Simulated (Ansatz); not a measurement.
# What NaVSe3 (model cell, started as cubic perovskite with V in the octahedra) distorts into, part 2 of 3

Aim: this structure of NaVSe3 (model cell, started as cubic perovskite with V in the octahedra) is to be tested for unstable modes, and one is followed downhill.

Ansatz 0.2.0; DFT PBE, scalar-relativistic, plane waves, PAW.

So far, highest frequency on the path or at a solved wavevector (cm⁻¹): step 2 (response at finite wavevector) 250. Also lowest frequency on the path (cm⁻¹): step 2 -146.

The structure was built from a prototype and need not be the compound's stable phase.

### 5. Energy along the mode, all amplitudes (two of the runs are shown above)

An imaginary frequency means negative curvature, so the energy should fall and then rise again as anharmonic terms take over.

This step gave:

| Property | Result |
| --- | --- |
| depth at the lowest point sampled | 60.45 meV/atom |
| largest atomic shift at that point | 0.45 Å |

Energy from the parent against largest atomic shift:

```
largest atomic shift (Å)  energy from the parent (meV/atom)
                   0.000                                  0
                   0.040                             -0.788
                   0.080                              -3.17
                   0.140                              -10.0
                   0.220                              -25.5
                   0.320                              -48.6
                   0.450                              -60.4
                   0.600                              -40.7
```

Displacement at unit largest shift by atom:

```
atom   x (Å)   y (Å)   z (Å)   size
 Na1  -0.010   0.010   0.010  0.017
  V2   0.577  -0.577  -0.577  0.999
 Se3  -0.192   0.192  -0.014  0.272
 Se4  -0.192  -0.014   0.192  0.272
 Se5   0.014   0.192   0.192  0.272
```

The lowest of the steps tried is at 0.45 Å, 60.4 meV/atom below the parent; the bottom of the well need not coincide with a step.

### 6. Relaxing from the distorted cell

Starting from the lowest point found, all atoms and the cell are let go, so that strain and other modes of the same symmetry can join in.

input.yaml reads:

```yaml
crystal:
  lattice:
    - [4.8990130555, 0.0, 0.0]
    - [0.0, 4.8990130555, 0.0]
    - [0.0, 0.0, 4.8990130555]
  atoms:
    - { symbol: Na, position: [-0.0009425827, 0.0009425827, 0.0009425827] }
    - { symbol: V, position: [0.5530326452, 0.4469673548, 0.4469673548] }
    - { symbol: Se, position: [0.4823770067, 0.5176229933, -0.0013108366] }
    - { symbol: Se, position: [0.4823770067, -0.0013108366, 0.5176229933] }
    - { symbol: Se, position: [0.0013108366, 0.5176229933, 0.5176229933] }
kpoints:
  mp_grid: { grid: [6, 6, 6] }
hamiltonian:
  xc: pbe
scf:
  occupations: { method: methfessel_paxton, width: 0.15 }
output:
  forces: true
  stress: true
  eigenvalues: true
  write_density: true
  write_potential: true
  elf: true
  volumetric_format: npy
relax:
  adjacent_minimum: "off"
  f_tol: 0.002
  max_steps: 120
  cell: { stress_tol: 0.03 }
```

On the command line:

```sh
ansatz run input.yaml --threads 8 --pin off --max-ram 14336MiB --backend cpu --events-out ev --progress --plain --runs-dir out
```

Numbers of over 12 decimals in the logs are rounded to 6 here.

The log of the run:

```text
[...]
Crystal: 5 atoms, lattice volume = 117.578 Å³
Basis set: ecut = 420 eV, 2325 PW (Γ), exchange–correlation on 72×72×72 points (8 copies of the dense FFT grid, shifted against one another)
Bands: 42, of which v1, the nominal top of the filled ones, is band 35 counted from 1 (34 counted from 0)
Symmetry: 6 space group operations
[...]
k-points: 32 of 216 (time reversal used)
[...]
SCF iter   1: F=—  HF=-20808.656444 eV  |F-HF|=—  |Δ(HF+E_count)|=         —  Δρ=4.48e-3  dr2=2.90e-2  ethr=1.77e-3  ⟨swp⟩=5.7  Hψ=4724  notcnv=0
[...]
SCF iter   7: F=-20808.655187 eV  HF=-20808.655187 eV  |F-HF|=1.01e-8  |Δ(HF+E_count)|=   9.25e-8  S|Δr|=    0.00e0  Δρ=5.83e-6  dr2=4.50e-8  ethr=1.43e-10  ⟨swp⟩=8.9  Hψ=8194  notcnv=0
SCF 1 converged in 7 iterations: F = -20808.655187 eV  dr2 = 4.50e-8
[...]
relax step   1: F+E_penalty+E_count = -20808.65518669 eV  Δ(F+E_penalty+E_count) = +0.000e0 eV  max|allowed force component| = 4.604e-1 eV/Å  Δτ_max = 0.0000 Å  P = +2.386 GPa  Ω = 117.578 Å³  (7 SCF iters, dr2 threshold 1.00e-7 eV, accepted)
Crystal: 5 atoms, lattice volume = 120.404 Å³
Basis set: ecut = 420 eV, 2361 PW (Γ), exchange–correlation on 72×72×72 points (8 copies of the dense FFT grid, shifted against one another)
[...]
SCF iter   7: F=-20808.711291 eV  HF=-20808.711292 eV  |F-HF|=5.50e-8  |Δ(HF+E_count)|=   3.11e-7  S|Δr|=    0.00e0  Δρ=9.82e-6  dr2=1.21e-7  ethr=7.14e-10  ⟨swp⟩=9.4  Hψ=9657  notcnv=0
SCF 2 converged in 7 iterations: F = -20808.711291 eV  dr2 = 1.21e-7
  Residual-converged pass: ⟨swp⟩=1.0  Hψ=1473  notcnv=0  max |occ|·‖R‖ = 7.0e-9 eV (tolerance 1.0e-8 eV)  dr2=1.21e-7  dr2_onsite=2.63e-8  max |Δocc| = 5.4e-11
[...]
relax step   2: F+E_penalty+E_count = -20808.71129146 eV  Δ(F+E_penalty+E_count) = -5.610e-2 eV  max|allowed force component| = 4.805e-2 eV/Å  Δτ_max = 0.0529 Å  P = +0.281 GPa  Ω = 120.404 Å³  energy of the carried Pulay correction = -2.888e-4 eV  (7 SCF iters, dr2 threshold 5.00e-7 eV, accepted)
Crystal: 5 atoms, lattice volume = 122.103 Å³
Basis set: ecut = 420 eV, 2403 PW (Γ), exchange–correlation on 72×72×72 points (8 copies of the dense FFT grid, shifted against one another)
[...]
SCF iter   6: F=-20808.715510 eV  HF=-20808.715510 eV  |F-HF|=4.17e-9  |Δ(HF+E_count)|=   1.53e-7  S|Δr|=    0.00e0  Δρ=5.95e-6  dr2=4.83e-8  ethr=7.14e-10  ⟨swp⟩=6.1  Hψ=9657  notcnv=0
SCF 3 converged in 6 iterations: F = -20808.715510 eV  dr2 = 4.83e-8
[...]
relax step   3: F+E_penalty+E_count = -20808.71551009 eV  Δ(F+E_penalty+E_count) = -4.219e-3 eV  max|allowed force component| = 1.675e-2 eV/Å  Δτ_max = 0.0141 Å  P = -0.149 GPa  Ω = 122.103 Å³  energy of the carried Pulay correction = -4.591e-4 eV  (6 SCF iters, dr2 threshold 5.00e-7 eV, accepted)
[... from here on, the SCF cycles and remarks between the steps are left out ...]
relax step   4: F+E_penalty+E_count = -20808.71705118 eV  Δ(F+E_penalty+E_count) = -1.541e-3 eV  max|allowed force component| = 1.454e-2 eV/Å  Δτ_max = 0.0165 Å  P = -0.107 GPa  Ω = 122.153 Å³  energy of the carried Pulay correction = -4.641e-4 eV  (6 SCF iters, dr2 threshold 2.01e-7 eV, accepted)
relax step   5: F+E_penalty+E_count = -20808.71806125 eV  Δ(F+E_penalty+E_count) = -1.010e-3 eV  max|allowed force component| = 1.323e-2 eV/Å  Δτ_max = 0.0301 Å  P = -0.002 GPa  Ω = 122.023 Å³  energy of the carried Pulay correction = -4.512e-4 eV  (7 SCF iters, dr2 threshold 5.99e-8 eV, accepted)
relax step   6: F+E_penalty+E_count = -20808.71903157 eV  Δ(F+E_penalty+E_count) = -9.703e-4 eV  max|allowed force component| = 1.189e-2 eV/Å  Δτ_max = 0.0419 Å  P = +0.051 GPa  Ω = 121.938 Å³  energy of the carried Pulay correction = -4.427e-4 eV  (7 SCF iters, dr2 threshold 1.57e-8 eV, accepted)
relax step   7: F+E_penalty+E_count = -20808.71903190 eV  Δ(F+E_penalty+E_count) = -3.372e-7 eV  max|allowed force component| = 1.390e-2 eV/Å  Δτ_max = 0.0031 Å  P = +0.037 GPa  Ω = 122.055 Å³  energy of the carried Pulay correction = -4.543e-4 eV  (6 SCF iters, dr2 threshold 3.57e-8 eV, accepted)
relax step   8: F+E_penalty+E_count = -20808.72044651 eV  Δ(F+E_penalty+E_count) = -1.415e-3 eV  max|allowed force component| = 2.126e-2 eV/Å  Δτ_max = 0.1950 Å  P = +0.191 GPa  Ω = 121.980 Å³  energy of the carried Pulay correction = -4.468e-4 eV  (9 SCF iters, dr2 threshold 2.88e-8 eV, accepted)
relax step   9: F+E_penalty+E_count = -20808.72083270 eV  Δ(F+E_penalty+E_count) = -3.862e-4 eV  max|allowed force component| = 1.094e-2 eV/Å  Δτ_max = 0.0872 Å  P = -0.097 GPa  Ω = 122.631 Å³  energy of the carried Pulay correction = -5.116e-4 eV  (7 SCF iters, dr2 threshold 1.23e-7 eV, accepted)
relax step  10: F+E_penalty+E_count = -20808.72115058 eV  Δ(F+E_penalty+E_count) = -3.179e-4 eV  max|allowed force component| = 1.725e-2 eV/Å  Δτ_max = 0.0069 Å  P = +0.005 GPa  Ω = 122.021 Å³  energy of the carried Pulay correction = -4.510e-4 eV  (6 SCF iters, dr2 threshold 7.15e-8 eV, accepted)
relax step  11: F+E_penalty+E_count = -20808.72130630 eV  Δ(F+E_penalty+E_count) = -1.557e-4 eV  max|allowed force component| = 1.061e-2 eV/Å  Δτ_max = 0.0317 Å  P = +0.046 GPa  Ω = 122.185 Å³  energy of the carried Pulay correction = -4.673e-4 eV  (7 SCF iters, dr2 threshold 1.86e-8 eV, accepted)
relax step  12: F+E_penalty+E_count = -20808.72133645 eV  Δ(F+E_penalty+E_count) = -3.015e-5 eV  max|allowed force component| = 2.775e-3 eV/Å  Δτ_max = 0.0082 Å  P = -0.017 GPa  Ω = 122.268 Å³  energy of the carried Pulay correction = -4.755e-4 eV  (7 SCF iters, dr2 threshold 7.17e-9 eV, accepted)
relax step  13: F+E_penalty+E_count = -20808.72134213 eV  Δ(F+E_penalty+E_count) = -5.681e-6 eV  max|allowed force component| = 2.264e-4 eV/Å  Δτ_max = 0.0005 Å  P = +0.001 GPa  Ω = 122.230 Å³  energy of the carried Pulay correction = -4.718e-4 eV  (6 SCF iters, dr2 threshold 4.81e-10 eV, accepted)
[...]
SCF iter   8: F=-20808.721870 eV  HF=-20808.721870 eV  |F-HF|=2.55e-11  |Δ(HF+E_count)|=  2.55e-11  S|Δr|=    0.00e0  Δρ=9.09e-8  dr2=1.11e-11  ethr=1.00e-12  ⟨swp⟩=4.8  Hψ=6046  notcnv=0
SCF 14 converged in 8 iterations: F = -20808.721870 eV  dr2 = 1.11e-11
relax step  14: F+E_penalty+E_count = -20808.72186968 eV  Δ(F+E_penalty+E_count) = -5.275e-4 eV  max|allowed force component| = 1.734e-4 eV/Å  Δτ_max = 0.0000 Å  P = +0.004 GPa  Ω = 122.230 Å³  stress off target by 9.55e-3 GPa  SCF on the basis re-selected at this cell (its energy is not comparable with the rows above)  (8 SCF iters)
basis re-selected at this cell: Δ(F+E_penalty+E_count) = -5.275e-4 eV, ΔP = +0.003 GPa vs the last step (what re-selecting the basis moved, of the pressure what is left beyond the Pulay correction that the steps carried, after the strain that the cell walked since its last selection, with what the two solves' SCF thresholds leave and, on support functions, any second-order correction that the steps lacked; it is no m [...]
SCF converged after 8 iterations
[...]
Free energy (F): -20808.721870 eV
[...]
Internal energy: -20808.723272 eV  (E = F + TS)
E sigma→0 (E₀):  -20808.722220 eV
Entropy (-TS):   0.001402 eV (0.280 meV/atom)
Fermi energy:    7.288148 eV
[...]
--- Forces (eV/Å), atoms counted from 1 ---
  atom   1  Na    -0.00007424     0.00007424     0.00007424
  atom   2  V      0.00017351    -0.00017351    -0.00017351
  atom   3  Se    -0.00008655     0.00008655    -0.00007427
  atom   4  Se    -0.00008655    -0.00007427     0.00008655
  atom   5  Se     0.00007427     0.00008655     0.00008655
  max |Σ_I F_I| component: 4.37e-7 eV/Å
--- Stress (GPa, compression-positive) ---
        0.003956      -0.002797      -0.002797
       -0.002797       0.003956       0.002797
       -0.002797       0.002797       0.003956
  P = ⅓ Tr σ = 0.0040 GPa (0.040 kbar)
--- Band table (eV; the first three rows and the last of 32) ---
  k-point 0: bands = [... 31 lower, 5.2647, 5.6246, 5.6246, 6.3037, 7.7659, 7.7659, 8.1865, 8.7777, ... 3 higher]
  k-point 1: bands = [... 31 lower, 5.1579, 5.5000, 5.6737, 6.1854, 7.3701, 7.9210, 8.1333, 8.7561, ... 3 higher]
  k-point 2: bands = [... 31 lower, 5.0114, 5.1883, 5.3385, 6.0846, 7.3589, 8.1381, 8.1887, 8.6825, ... 3 higher]
  k-point 31: bands = [... 31 lower, 4.0833, 7.1796, 7.3728, 7.3728, 7.5398, 7.6542, 7.6542, 9.4839, ... 3 higher]
--- Relaxed structure (13 steps of the walk, 13 accepted, 1 SCFs on fresh bases) ---
  F+E_penalty+E_count = -20808.72186968 eV   max|allowed force component| = 1.734e-4 eV/Å   (the final SCF, on the basis selected at the relaxed cell)
  cell:  # Å, volume = 122.2303 Å³
    - [4.964142, -0.082221, -0.082221]
    - [-0.082221, 4.964142, 0.082221]
    - [-0.082221, 0.082221, 4.964142]
  atoms:
    - { symbol: Na, position: [-0.033901, 0.033901, 0.033901] }
    - { symbol: V, position: [0.565073, 0.434927, 0.434927] }
    - { symbol: Se, position: [0.485876, 0.514124, -0.015232] }
    - { symbol: Se, position: [0.485876, -0.015232, 0.514124] }
    - { symbol: Se, position: [0.015232, 0.514124, 0.514124] }
```

The job ended after 69 s (8 threads of Arm Neoverse N1, shared host; peak memory 0.62 GiB; 8.4 min of CPU time).

Step by step:

| step | energy less that of the first step (eV) | largest force component (eV/Å) | pressure (GPa) | volume (Å³) |
| --- | --- | --- | --- | --- |
| 1 | 0.0000 | 0.4604 | 2.39 | 117.58 |
| 2 | -0.0561 | 0.0481 | 0.28 | 120.40 |
| 3 | -0.0603 | 0.0168 | -0.15 | 122.10 |
| 4 | -0.0619 | 0.0145 | -0.11 | 122.15 |
| 5 | -0.0629 | 0.0132 | 0.00 | 122.02 |
| 6 | -0.0638 | 0.0119 | 0.05 | 121.94 |
| 7 | -0.0638 | 0.0139 | 0.04 | 122.05 |
| 8 | -0.0653 | 0.0213 | 0.19 | 121.98 |
| 9 | -0.0656 | 0.0109 | -0.10 | 122.63 |
| 10 | -0.0660 | 0.0173 | 0.01 | 122.02 |
| 11 | -0.0661 | 0.0106 | 0.05 | 122.19 |
| 12 | -0.0661 | 0.0028 | -0.02 | 122.27 |
| 13 | -0.0662 | 0.0002 | 0.00 | 122.23 |
| 14* | -0.0667 | 0.0002 | 0.00 | 122.23 |

Relaxation steps marked * repeat the geometry before them on a plane-wave basis chosen anew for their cell, so energy and pressure can jump there.

Forces are held to the 6 operations that the run works with; a distortion that breaks them can't arise in this run.

```
conventional cell, symmetrised  before  after  change
                         a (Å)   6.928  6.904  -0.3 %
                         b (Å)   6.928  6.904  -0.3 %
                         c (Å)   8.485  8.883  +4.7 %
              volume (Å³/atom)   23.52  24.45  +4.0 %
```

The atoms that moved most (Å, as changes of fractional coordinates times the final cell):

```csv
atom,dx,dy,dz,length
Na1,-0.169,0.169,0.169,0.293
V2,0.062,-0.062,-0.062,0.107
Se4,0.019,-0.070,-0.019,0.075
Se3,0.019,-0.019,-0.070,0.075
Se5,0.070,-0.019,-0.019,0.075
```

Numbers from this step:

| Property | Result |
| --- | --- |
| pressure | 0.003956 GPa |
| volume per atom | 24.45 Å³ |

Electrostatic potential energy in the ac plane at fractional y = 0.514, with atoms of Se within 0.2 Å of it. With pseudopotentials it is smooth inside the atoms' cores, unlike the true potential.

Ten even steps from '_' (-24 eV) to '@' (11 eV), each cell a mean:
```
@@@@@@%%++==****====%%@@@@@@
@@@@@@@@##--------##@@@@@@@@
@@@@@@@@@@##****##%%@@@@@@@@
++**%%@@@@@@%%%%%%%%@@@@%%**
==--++%%@@%%%%##**##%%%%++--
**++--##%%##++::..--****--++
**++--##%%**..______==++--++
==--++%%%%**..______==**==--
++**%%@@@@##--____::**%%##**
@@@@@@@@@@%%##++++##%%@@@@@@
@@@@@@@@@@##++==**%%@@@@@@@@
@@@@@@@@##----==--**@@@@@@@@
@@@@@@@@++==****====%%@@@@@@
```
Columns run along a (5.0 Å; values clipped at the 3rd and 97th percentile), rows up along c (5.0 Å). Atoms in or near the plane, at fractional coordinates: Se at (0.49, 0.98), Se at (0.02, 0.51).

Valence density in the ac plane at fractional y = 0.514, with atoms of Se within 0.2 Å of it. It is the smooth field of the valence electrons, not physical close to the nuclei.

Ten steps, logarithmic in the rise over the least value, from '0' (0 e/Å³) to '9' (28 e/Å³), each cell a mean:
```
00012599621000
00001355310000
00001122110000
22100011100012
54210001111124
97421023431247
98421136652248
65211146752235
22100124531112
10000112211001
00001222211000
00001356421000
00012599621000
```
Columns run along a (5.0 Å), rows up along c (5.0 Å). Atoms in or near the plane, at fractional coordinates: Se at (0.49, 0.98), Se at (0.02, 0.51).

ELF in the ac plane at fractional y = 0.514, with atoms of Se within 0.2 Å of it. It is the smooth field of the valence electrons, not physical close to the nuclei.

Values, 13 rows by 14 columns, each cell a mean:
```
0.05 0.09 0.30 0.67 0.81 0.70 0.36 0.31 0.63 0.77 0.65 0.32 0.07 0.04
0.24 0.16 0.16 0.42 0.72 0.79 0.73 0.73 0.79 0.74 0.48 0.17 0.10 0.19
0.65 0.52 0.27 0.19 0.41 0.68 0.77 0.79 0.75 0.55 0.25 0.17 0.35 0.59
0.80 0.77 0.61 0.30 0.17 0.33 0.47 0.48 0.38 0.22 0.20 0.42 0.66 0.77
0.69 0.76 0.77 0.59 0.25 0.13 0.13 0.14 0.12 0.10 0.27 0.62 0.75 0.74
0.27 0.52 0.77 0.74 0.40 0.11 0.18 0.38 0.43 0.25 0.27 0.64 0.73 0.48
0.22 0.49 0.78 0.76 0.40 0.13 0.40 0.68 0.72 0.53 0.28 0.60 0.73 0.44
0.61 0.72 0.79 0.68 0.28 0.12 0.42 0.70 0.75 0.56 0.25 0.55 0.76 0.69
0.76 0.75 0.66 0.42 0.17 0.11 0.23 0.45 0.51 0.29 0.16 0.46 0.71 0.76
0.62 0.52 0.32 0.19 0.26 0.37 0.36 0.33 0.30 0.22 0.19 0.30 0.49 0.61
0.24 0.15 0.12 0.27 0.57 0.70 0.72 0.70 0.68 0.62 0.43 0.23 0.19 0.24
0.04 0.06 0.21 0.55 0.75 0.76 0.65 0.63 0.74 0.76 0.63 0.32 0.10 0.05
0.02 0.08 0.36 0.70 0.80 0.68 0.30 0.25 0.59 0.77 0.69 0.39 0.10 0.02
```
Columns run along a (5.0 Å), rows up along c (5.0 Å). Atoms in or near the plane, at fractional coordinates: Se at (0.49, 0.98), Se at (0.02, 0.51).

The distorted start has space group R3m; the relaxation ends in R3m.

(Part 2 of 3 ends here.)

[Logs are printed without paths, hosts, clocks, repeated set-up lines and the standing remarks that a program may print on its own settings, such as how far it seeks lower states.]

[Hosts, paths, dates, database ids (printed as entryN), source tags and the programs' standing remarks are cut or masked in the printed files.]
